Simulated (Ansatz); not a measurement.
# TiC (Fm-3m): modes against biaxial strain in the (001) plane, part 2 of 2

Aim: how do the optical modes of TiC (Fm-3m) shift and split under this strain?

Ansatz 0.2.0; DFT PBEsol, scalar-relativistic, plane waves, PAW; PAW set soft_1.

So far. Step 3 (Tight relaxation): The forces vanish by symmetry and the pressure is -0.001 GPa, within the tolerances set. The cell now holds 9.89 Å³/atom.

The database entry behind the starting cell differs from later determinations by our own check (0.1 to 0.3 % short, probably kX units), so it need not match the best structure at ambient conditions.

## (4) Zone-centre response at rest

Phonons follow from the second derivative of the energy, found here by linear response.

The modes at rest are the reference of the series.

Input file input.yaml:

```yaml
crystal:
  lattice:
    - [0.0, 2.146443317, 2.146443317]
    - [2.146443317, 0.0, 2.146443317]
    - [2.146443317, 2.146443317, 0.0]
  atoms:
    - { symbol: C, position: [0.5, 0.5, 0.5] }
    - { symbol: Ti, position: [0.0, 0.0, 0.0] }
kpoints:
  mp_grid: { grid: [16, 16, 16] }
hamiltonian:
  xc: pbesol
  pseudopotentials: { kind: paw, azcp: { folder: soft_1 }, xc_functional: pbe }
scf:
  occupations: { method: methfessel_paxton, width: 0.2 }
output:
  eigenvalues: true
phonons:
  method: dfpt
```

On the command line:

```
> ansatz run input.yaml --threads 4 --pin off --max-ram 10240MiB --backend cpu --events-out ev --progress --plain --runs-dir out
```

Numbers of over 12 decimals in the logs are rounded to 6 here.

Log:

```text
[...]
Crystal: 2 atoms, lattice volume = 19.778 Å³
Basis set: ecut = 420 eV, 387 PW (Γ), exchange–correlation on 48×48×48 points (8 copies of the dense FFT grid, shifted against one another)
Bands: 12, of which v1, the nominal top of the filled ones, is band 8 counted from 1 (7 counted from 0)
Symmetry: 48 space group operations
k-points: 349 of 4096 (irreducible under 8 space group operations, time reversal used)
[...]
SCF iter   1: F=—  HF=-2723.416385 eV  |F-HF|=—  |Δ(HF+E_count)|=         —  Δρ=1.39e-1  dr2=4.91e0  ethr=3.10e-3  ⟨swp⟩=4.2  Hψ=19794  notcnv=0
[...]
SCF iter   9: F=-2722.424797 eV  HF=-2722.424797 eV  |F-HF|=0.00e0  |Δ(HF+E_count)|=  6.32e-11  S|Δr|=    0.00e0  Δρ=2.57e-8  dr2=8.55e-14  ethr=1.00e-12  ⟨swp⟩=3.5  Hψ=17789  notcnv=0
the search or the solves at the SCF's close seem to have found levels that the self-consistency loop had missed (the run counts 1). By its estimate they hold under 1e-12 electrons; where the run keeps them, the occupations were computed again with them
SCF 1 converged in 9 iterations: F = -2722.424797 eV  dr2 = 8.55e-14
[...]
DFPT response loops at Γ: preconditioner auto → Kerker (q_TF=auto, 2.634 Å⁻¹) (partly filled bands, converged f_vac=0.000); β = 1.00, the filter's whole step (`scf.mixing.beta` (0.50) is not read by the response loops under this deck's `scf.mixing.preconditioner`; to damp them name `kerker` or `kerker_dos`, under which they read `scf.mixing.beta`, and type it under 1.00, their step now; both keys bind the ground state too); Broyden in place of MSR1
SCF converged after 9 iterations
[...]
Free energy (F): -2722.424797 eV
[...]
Internal energy: -2722.424388 eV  (E = F + TS)
E sigma→0 (E₀):  -2722.424695 eV
Entropy (-TS):   -0.000409 eV (-0.205 meV/atom)
Fermi energy:    14.968979 eV
[...]
--- Band table (eV; the first three rows and the last of 349) ---
  k-point 0: bands = [... 4 lower, 2.4842, 15.6541, 15.6541, 15.6541, 16.7178, 16.7178, 16.7178, 16.7733]
  k-point 1: bands = [... 4 lower, 2.5765, 15.2057, 15.4597, 15.4597, 16.0336, 16.0336, 16.9612, 17.7877]
  k-point 2: bands = [... 4 lower, 2.8473, 14.3133, 14.6840, 14.6840, 16.1019, 16.1019, 17.3026, 18.8885]
  k-point 348: bands = [... 4 lower, 5.4421, 11.7593, 11.7593, 12.2062, 17.8665, 17.8665, 18.6532, 20.3861]
--- Phonons (Γ-DFPT): 2 representative perturbations + reference, on 349 of 4096 k-points (Σ response iterations 6) ---
  k mesh reduced under 8 symmetry operations, with k and −k counted as one. Each operation leaves every solved perturbation unchanged. A smaller set is not used because it would not reduce the number of displacements times k-points to solve
  ASR residual: 2.634e-5 → 0.000e0 eV/Å²; symmetrization residual: 3.280e-7 eV/Å²
  ASR residual per site (eV/Å²): 2.63e-5 9.36e-7
  Γ frequencies (cm⁻¹): 0.00 0.00 0.00 542.50 542.50 542.50
  non-analytic LO–TO correction: not included (Born effective charges unavailable; polar crystals: no LO–TO splitting at Γ)
```

Run time: 2.6 s. Hardware: 4 threads of AMD EPYC 9R45, shared host; peak memory 0.63 GiB.

This step gave:

```yaml
sum_rule_residual_before_enforcement: 2.63e-5 eV/Å²
point_group: m-3m
highest_optical_mode_at_the_zone_centre_no_lo_to_term: 542.5 cm⁻¹
lowest_optical_zone_centre_mode: 542.5 cm⁻¹
```

Patterns of degenerate modes are one choice out of their space. Modes at Γ, with each element's share of the kinetic energy:

```csv
mode,frequency (cm⁻¹),symmetry,C %,Ti %
1,0.0,acoustic,20,80
2,0.0,acoustic,20,80
3,0.0,acoustic,20,80
4,542.5,T1u,80,20
5,542.5,T1u,80,20
6,542.5,T1u,80,20
```

Displacements in mode 6 (542.5 cm⁻¹), the largest set to 1:
```
C1   0.00  0.00  1.00
Ti2  0.00  0.00 -0.25
```

Before it was imposed, the acoustic sum rule was missed by 2.6e-5 eV/Å². Small misses are needed for a sound result but don't prove that mesh and cutoff are converged. The lowest optical mode is real, 542 cm⁻¹.

## (5) A member of the series: biaxial strain of +4 % in the (001) plane

The cell takes a biaxial strain of +4 % in the (001) plane. The strained lengths are held, while the rest of the cell and the atoms relax.

input.yaml, the sections that differ from step 4:

```yaml
crystal:
  lattice:
    - [0.0, 2.2323010498, 2.1196664965]
    - [2.2323010498, 0.0, 2.1196664965]
    - [2.2323010498, 2.2323010498, 0.0]
  atoms:
    - { symbol: C, position: [0.5, 0.5, 0.5] }
    - { symbol: Ti, position: [0.0, 0.0, 0.0] }
  conventional_axes: [[-1, 1, 1], [1, -1, 1], [1, 1, -1]]
output:
  forces: true
  stress: true
  eigenvalues: true
relax:
  adjacent_minimum: "off"
  f_tol: 0.001
  max_steps: 60
  cell: { stress_tol: 0.01, fix: [a, b, gamma] }
# kpoints, hamiltonian, scf: as in step 4
# phonons: removed
```

Log:

```text
[...]
Crystal: 2 atoms, lattice volume = 21.125 Å³
Basis set: ecut = 420 eV, 395 PW (Γ), exchange–correlation on 48×48×48 points (8 copies of the dense FFT grid, shifted against one another)
Bands: 12, of which v1, the nominal top of the filled ones, is band 8 counted from 1 (7 counted from 0)
Symmetry: 16 space group operations
[...]
k-points: 349 of 4096
[...]
k-point 348: bands = [... 4 lower, 4.0500, 10.9116, 12.2934, 13.6029, 13.6029, 16.5736, 17.3109, 17.3109]
--- Relaxed structure (5 steps of the walk, 5 accepted, 2 SCFs on fresh bases) ---
[...]
cell:  # Å, volume = 21.0464 Å³
    - [0.0, 2.2323010498, 2.111749]
    - [2.2323010498, 0.0, 2.111749]
    - [2.2323010498, 2.2323010498, 0.0]
  atoms:
    - { symbol: C, position: [0.5, 0.5, 0.5] }
    - { symbol: Ti, position: [0, 0, 0] }
[key lines of the parts left out:]
SCF converged after 3 iterations
Free energy (F): -2722.317246 eV
Fermi energy:    13.931284 eV
P = ⅓ Tr σ = -13.2819 GPa (-132.819 kbar)
```

Run time: 3.6 s. Hardware: 4 threads; peak memory 0.48 GiB; 13 s of CPU time.

Relaxation path:

```csv
step,energy less that of the first step (eV),largest force component (eV/Å),pressure (GPa),volume (Å³)
1,0.0000,0.0000,-14.24,21.13
2,-0.0005,0.0000,-13.64,21.08
3,-0.0006,0.0000,-13.27,21.05
4,-0.0006,0.0000,-13.28,21.05
5*,-0.0005,0.0000,-13.29,21.05
6,-0.0005,0.0000,-13.28,21.05
7*,-0.0005,0.0000,-13.28,21.05
```

Relaxation steps marked * repeat the geometry before them on a plane-wave basis chosen anew for their cell, so energy and pressure can jump there.

The run keeps the 16 symmetry operations that it works with, so distortions that break them were not tested.

```
conventional cell, symmetrised  before  after  change
                         a (Å)   3.157  3.157  +0.0 %
                         b (Å)   3.157  3.157  +0.0 %
                         c (Å)   4.239  4.223  -0.4 %
              volume (Å³/atom)   10.56  10.52  -0.4 %
```

The relaxed structure:

```xyz
2
Lattice="0.0000 2.2323 2.1117 2.2323 0.0000 2.1117 2.2323 2.2323 0.0000" Properties=species:S:1:pos:R:3 pbc="T T T"
C     2.2323    2.2323    2.1117
Ti    0.0000    0.0000    0.0000
```

Numbers from this step:

| Item | Value |
| --- | --- |
| pressure | -13.28 GPa |
| volume per atom | 10.52 Å³ |

The forces vanish by symmetry.

The cell shrank by 0.4 % in volume.

## (6) Modes of this member: biaxial strain of +4 % in the (001) plane

The zone-centre modes follow for biaxial strain of +4 % in the (001) plane.

input.yaml, the sections that differ from step 5:

```yaml
crystal:
  lattice:
    - [0.0, 2.2323010498, 2.1117492798]
    - [2.2323010498, 0.0, 2.1117492798]
    - [2.2323010498, 2.2323010498, 0.0]
  atoms:
    - { symbol: C, position: [0.5, 0.5, 0.5] }
    - { symbol: Ti, position: [0.0, 0.0, 0.0] }
output:
  eigenvalues: true
phonons:
  method: dfpt
# kpoints, hamiltonian, scf: as in step 5
# relax: removed
```

Log:

```text
zone centre: on kpoints.mp_grid the ground state, and the responses unless they are solved on pairs of k-points, stand on 621 of the mesh's 4096 k-points, reduced under 8 symmetry operations, with k and −k counted as one. Each operation leaves every solved displacement unchanged or reverses it
[...]
Crystal: 2 atoms, lattice volume = 21.046 Å³
Basis set: ecut = 420 eV, 395 PW (Γ), exchange–correlation on 48×48×48 points (8 copies of the dense FFT grid, shifted against one another)
Bands: 12, of which v1, the nominal top of the filled ones, is band 8 counted from 1 (7 counted from 0)
Symmetry: 16 space group operations
k-points: 621 of 4096 (irreducible under 8 space group operations)
[...]
SCF iter   1: F=—  HF=-2723.280252 eV  |F-HF|=—  |Δ(HF+E_count)|=         —  Δρ=1.33e-1  dr2=4.93e0  ethr=3.10e-3  ⟨swp⟩=4.1  Hψ=34327  notcnv=0
[...]
SCF iter   9: F=-2722.317246 eV  HF=-2722.317246 eV  |F-HF|=2.73e-12  |Δ(HF+E_count)|=  4.56e-10  S|Δr|=    0.00e0  Δρ=1.13e-7  dr2=2.40e-12  ethr=1.00e-12  ⟨swp⟩=4.3  Hψ=33586  notcnv=0
[...]
SCF 1 converged in 9 iterations: F = -2722.317246 eV  dr2 = 2.40e-12
[...]
SCF converged after 9 iterations
[...]
Free energy (F): -2722.317246 eV
[...]
Internal energy: -2722.317584 eV  (E = F + TS)
E sigma→0 (E₀):  -2722.317331 eV
Entropy (-TS):   0.000338 eV (0.169 meV/atom)
Fermi energy:    13.931284 eV
[...]
--- Band table (eV; the first three rows and the last of 621) ---
  k-point 0: bands = [... 4 lower, 1.7139, 14.4633, 14.4633, 14.8472, 15.3909, 15.5233, 15.5233, 15.7088]
  k-point 1: bands = [... 4 lower, 1.7996, 14.1222, 14.2519, 14.5406, 14.8521, 15.0113, 15.8120, 16.3997]
  k-point 2: bands = [... 4 lower, 2.0516, 13.2877, 13.5396, 13.7618, 14.9346, 15.0720, 16.1103, 17.3960]
  k-point 620: bands = [... 4 lower, 4.0500, 10.9116, 12.2934, 13.6029, 13.6029, 16.5736, 17.3109, 17.3109]
[...]
ASR residual: 5.625e-5 → 0.000e0 eV/Å²; symmetrization residual: 8.721e-7 eV/Å²
  ASR residual per site (eV/Å²): 3.17e-5 5.63e-5
  Γ frequencies (cm⁻¹): 0.00 0.00 0.00 437.99 437.99 567.47
[...]
```

It took 6.5 s on 4 threads; peak memory 0.85 GiB; 23 s of CPU time.

This step gave:

| Item | Value |
| --- | --- |
| sum-rule residual before enforcement | 5.63e-5 eV/Å² |
| point group | 4/mmm |
| highest optical mode at the zone centre (no LO-TO term) | 567.5 cm⁻¹ |
| lowest optical zone-centre mode | 438.0 cm⁻¹ |

Patterns of degenerate modes are one choice out of their space. Modes at Γ, with each element's share of the kinetic energy:

```csv
mode,frequency (cm⁻¹),symmetry,C %,Ti %
1,0.0,acoustic,20,80
2,0.0,acoustic,20,80
3,0.0,acoustic,20,80
4,438.0,Eu,80,20
5,438.0,Eu,80,20
6,567.5,A2u,80,20
```

Displacements in mode 4 (438.0 cm⁻¹), the largest set to 1:
```
C1   1.00  0.00  0.00
Ti2 -0.25  0.00  0.00
```

Displacements in mode 6 (567.5 cm⁻¹), the largest set to 1:
```
C1   0.00  0.00  1.00
Ti2  0.00  0.00 -0.25
```

The lowest optical mode is real, 438 cm⁻¹, and the highest lies at 567.5 cm⁻¹.

Between step 4 and this run (strain 4 %) the value for the highest optical mode at the zone centre (no LO-TO term) moves from 542 cm⁻¹ to 567 cm⁻¹ (+5 %).

## (7) A member of the series: biaxial strain of -4 % in the (001) plane

The cell takes a biaxial strain of -4 % in the (001) plane. The strained lengths are held, while the rest of the cell and the atoms relax.

input.yaml, the sections that differ from step 6:

```yaml
crystal:
  lattice:
    - [0.0, 2.0605855843, 2.1770505655]
    - [2.0605855843, 0.0, 2.1770505655]
    - [2.0605855843, 2.0605855843, 0.0]
  atoms:
    - { symbol: C, position: [0.5, 0.5, 0.5] }
    - { symbol: Ti, position: [0.0, 0.0, 0.0] }
  conventional_axes: [[-1, 1, 1], [1, -1, 1], [1, 1, -1]]
output:
  forces: true
  stress: true
  eigenvalues: true
relax:
  adjacent_minimum: "off"
  f_tol: 0.001
  max_steps: 60
  cell: { stress_tol: 0.01, fix: [a, b, gamma] }
# kpoints, hamiltonian, scf: as in step 6
# phonons: removed
```

Log:

```text
[...]
Crystal: 2 atoms, lattice volume = 18.488 Å³
Basis set: ecut = 420 eV, 347 PW (Γ), exchange–correlation on 48×48×40 points (8 copies of the dense FFT grid, shifted against one another)
Bands: 12, of which v1, the nominal top of the filled ones, is band 8 counted from 1 (7 counted from 0)
Symmetry: 16 space group operations
[...]
k-points: 349 of 4096
[...]
k-point 348: bands = [... 4 lower, 5.5768, 12.1551, 14.2038, 16.4850, 16.4850, 19.1858, 20.0648, 20.0648]
--- Relaxed structure (5 steps of the walk, 5 accepted, 2 SCFs on fresh bases) ---
[...]
cell:  # Å, volume = 18.5791 Å³
    - [0.0, 2.0605855843, 2.187830]
    - [2.0605855843, 0, 2.187830]
    - [2.0605855843, 2.0605855843, 0]
  atoms:
    - { symbol: C, position: [0.5, 0.5, 0.5] }
    - { symbol: Ti, position: [0, 0, 0] }
[key lines of the parts left out:]
SCF converged after 3 iterations
Free energy (F): -2722.283215 eV
Fermi energy:    16.094531 eV
P = ⅓ Tr σ = 20.9821 GPa (209.821 kbar)
```

Wall time 3.5 s (4 threads); peak memory 0.47 GiB; 12 s of CPU time.

Relaxation path:

| step | energy less that of the first step (eV) | largest force component (eV/Å) | pressure (GPa) | volume (Å³) |
| --- | --- | --- | --- | --- |
| 1 | 0.0000 | 0.0000 | 22.38 | 18.49 |
| 2 | -0.0005 | 0.0000 | 21.54 | 18.54 |
| 3 | -0.0006 | 0.0000 | 21.00 | 18.58 |
| 4 | -0.0006 | 0.0000 | 20.98 | 18.58 |
| 5* | -0.0007 | 0.0000 | 20.99 | 18.58 |
| 6 | -0.0007 | 0.0000 | 20.98 | 18.58 |
| 7* | -0.0007 | 0.0000 | 20.98 | 18.58 |

Relaxation steps marked * repeat the geometry before them on a plane-wave basis chosen anew for their cell, so energy and pressure can jump there.

Forces are held to the 16 operations that the run works with; a distortion that breaks them can't arise in this run.

| conventional cell, symmetrised | before | after | change |
| --- | --- | --- | --- |
| a (Å) | 2.914 | 2.914 | -0.0 % |
| b (Å) | 2.914 | 2.914 | -0.0 % |
| c (Å) | 4.354 | 4.376 | +0.5 % |
| volume (Å³/atom) | 9.24 | 9.29 | +0.5 % |

Final coordinates:

```cif
data_structure
_symmetry_space_group_name_H-M 'P 1'
_symmetry_Int_Tables_number 1
_cell_length_a 3.0054
_cell_length_b 3.0054
_cell_length_c 2.9141
_cell_angle_alpha 61.000
_cell_angle_beta 61.000
_cell_angle_gamma 58.000
_cell_volume 18.58
loop_
_atom_site_label
_atom_site_type_symbol
_atom_site_fract_x
_atom_site_fract_y
_atom_site_fract_z
_atom_site_occupancy
C1 C 0.50000 0.50000 0.50000 1
Ti2 Ti 0.00000 0.00000 0.00000 1
```

Numbers from this step:

```
pressure        : 20.98 GPa
volume per atom : 9.290 Å³
```

The forces vanish by symmetry.

## (8) Zone-centre modes of the member: biaxial strain of -4 % in the (001) plane

The zone-centre modes follow for biaxial strain of -4 % in the (001) plane.

input.yaml, the sections that differ from step 7:

```yaml
crystal:
  lattice:
    - [0.0, 2.0605855843, 2.1878300173]
    - [2.0605855843, 0.0, 2.1878300173]
    - [2.0605855843, 2.0605855843, 0.0]
  atoms:
    - { symbol: C, position: [0.5, 0.5, 0.5] }
    - { symbol: Ti, position: [0.0, 0.0, 0.0] }
output:
  eigenvalues: true
phonons:
  method: dfpt
# kpoints, hamiltonian, scf: as in step 7
# relax: removed
```

Log:

```text
[...]
Crystal: 2 atoms, lattice volume = 18.579 Å³
Basis set: ecut = 420 eV, 347 PW (Γ), exchange–correlation on 48×48×48 points (8 copies of the dense FFT grid, shifted against one another)
Bands: 12, of which v1, the nominal top of the filled ones, is band 8 counted from 1 (7 counted from 0)
Symmetry: 16 space group operations
k-points: 621 of 4096 (irreducible under 8 space group operations)
[...]
k-point 1: bands = [... 4 lower, 3.4270, 16.2044, 16.4441, 16.7893, 17.1317, 17.3131, 18.2099, 18.8327]
  k-point 2: bands = [... 4 lower, 3.7214, 15.3509, 15.5877, 15.9127, 17.2163, 17.3868, 18.5910, 19.9738]
  k-point 620: bands = [... 4 lower, 5.5768, 12.1551, 14.2038, 16.4850, 16.4850, 19.1858, 20.0648, 20.0648]
[...]
ASR residual: 8.018e-6 → 0.000e0 eV/Å²; symmetrization residual: 7.452e-7 eV/Å²
  ASR residual per site (eV/Å²): 8.02e-6 2.41e-6
  Γ frequencies (cm⁻¹): 0.00 0.00 0.00 502.13 659.85 659.85
[...]
[key lines of the parts left out:]
SCF converged after 9 iterations
Free energy (F): -2722.283215 eV
Fermi energy:    16.094531 eV
```

Run time: 6 s. Hardware: 4 threads; peak memory 0.82 GiB.

Numbers from this step:

* sum-rule residual before enforcement: 8.02e-6 eV/Å²
* highest optical mode at the zone centre (no LO-TO term): 659.9 cm⁻¹
* lowest optical zone-centre mode: 502.1 cm⁻¹

Patterns of degenerate modes are one choice out of their space. The modes at Γ (shares of kinetic energy by element, %):

| mode | frequency (cm⁻¹) | symmetry | C % | Ti % |
| --- | --- | --- | --- | --- |
| 1 | 0.0 | acoustic | 20 | 80 |
| 2 | 0.0 | acoustic | 20 | 80 |
| 3 | 0.0 | acoustic | 20 | 80 |
| 4 | 502.1 | A2u | 80 | 20 |
| 5 | 659.9 | Eu | 80 | 20 |
| 6 | 659.9 | Eu | 80 | 20 |

The lowest optical mode is real, 502 cm⁻¹, and the highest lies at 659.9 cm⁻¹.

Between step 4 and this run (strain -4 %) the value for the highest optical mode at the zone centre (no LO-TO term) moves from 542 cm⁻¹ to 660 cm⁻¹ (+22 %).

## (9) The series together

The members are set side by side, also those not shown above.

Stress is positive in compression; energies are extrapolated to zero smearing, and E0 is that at rest; the edges not held and the atoms are relaxed in each cell; all runs use 16×16×16 k points and Methfessel-Paxton smearing of 0.2 eV. State of the crystal along the series:

```
strain (%)  in-plane stress (GPa)  free strain along [001] (%)  E - E0 (meV/atom)
        -4                  31.47                        1.928              70.72
        -3                  22.23                        1.426               38.3
        -2                  13.96                       0.9384              16.37
        -1                   6.57                       0.4631               3.94
         0              -0.001471                            0                  0
         1                 -5.865                      -0.4425              3.687
         2                 -11.11                      -0.8578              14.28
         3                 -15.79                       -1.248              31.15
         4                 -19.92                       -1.616              53.68
```

Optical modes are counted from below at rest and tracked from member to member by their patterns, and modes that stay within 0.3 cm⁻¹ of each other stand once; labels, where given, are those at rest; the edges not held and the atoms are relaxed in each cell; all runs use 16×16×16 k points and Methfessel-Paxton smearing of 0.2 eV. Optical modes along the series:

| strain (%) | optical mode 1 T1u, doublet (cm⁻¹) | optical mode 2 T1u, singlet (cm⁻¹) |
| --- | --- | --- |
| -4 | 659.9 | 502.1 |
| -3 | 629.5 | 515 |
| -2 | 599.6 | 525.7 |
| -1 | 570.5 | 534.8 |
| 0 | 542.5 | 542.5 |
| 1 | 515.8 | 549.6 |
| 2 | 489.7 | 556.3 |
| 3 | 463.9 | 562.4 |
| 4 | 438 | 567.5 |

Value and slope at zero strain of a cubic (a lower polynomial where under five rows exist) through the rows within 2 % of rest. Slopes at rest:

| mode | frequency (cm⁻¹) | shift per percent of strain (cm⁻¹) | shift per GPa of compressive stress (cm⁻¹) |
| --- | --- | --- | --- |
| optical mode 1 T1u, doublet | 542.5 | -27.32 | 4.41 |
| optical mode 2 T1u, singlet | 542.5 | 7.37 | -1.19 |

## (10) Outcome

```
members                                                          : 9
highest optical mode at the zone centre (no LO-TO term), at rest : 542.5 cm⁻¹
biaxial modulus in the (001) plane                               : 620 GPa
optical mode 1 T1u, doublet, shift per percent                   : -27.32 cm⁻¹
optical mode 2 T1u, singlet, shift per percent                   : 7.37 cm⁻¹
```

In words: The stress changes by 6.20 GPa for each percent, a biaxial modulus of 620 GPa in the (001) plane. For each percent the free edge responds with -0.45 %. The strain lowers the symmetry: the level at 542.5 cm⁻¹ splits, into 659.9 and 502.1 cm⁻¹ at -4 %. The fastest shift in the table of slopes is -27.3 cm⁻¹ for each percent (optical mode 1 T1u, doublet), or 4.4 cm⁻¹ for each GPa of compressive stress. For small strain, the measured shift of a line that Raman or infrared light can see, divided by its slope, estimates the stress, if the state of stress is of this kind. These are harmonic frequencies at zero temperature: anharmonic shifts, linewidths and thermal expansion are left out. With no gap, or one that is small against the smearing, the frequencies hang on the k mesh and the smearing, most of all near Kohn anomalies. The PAW files were made for PBE; the program adapts parts of them to the functional of the run, but their partial waves stay those of PBE, an approximation that was not tested in this session. Only the zone centre was solved, so an instability at another wavevector cannot show here.

[Logs are printed without paths, hosts, clocks, repeated set-up lines and the standing remarks that a program may print on its own settings, such as how far it seeks lower states.]

[Hosts, paths, dates, database ids (printed as entryN), source tags and the programs' standing remarks are cut or masked in the printed files.]
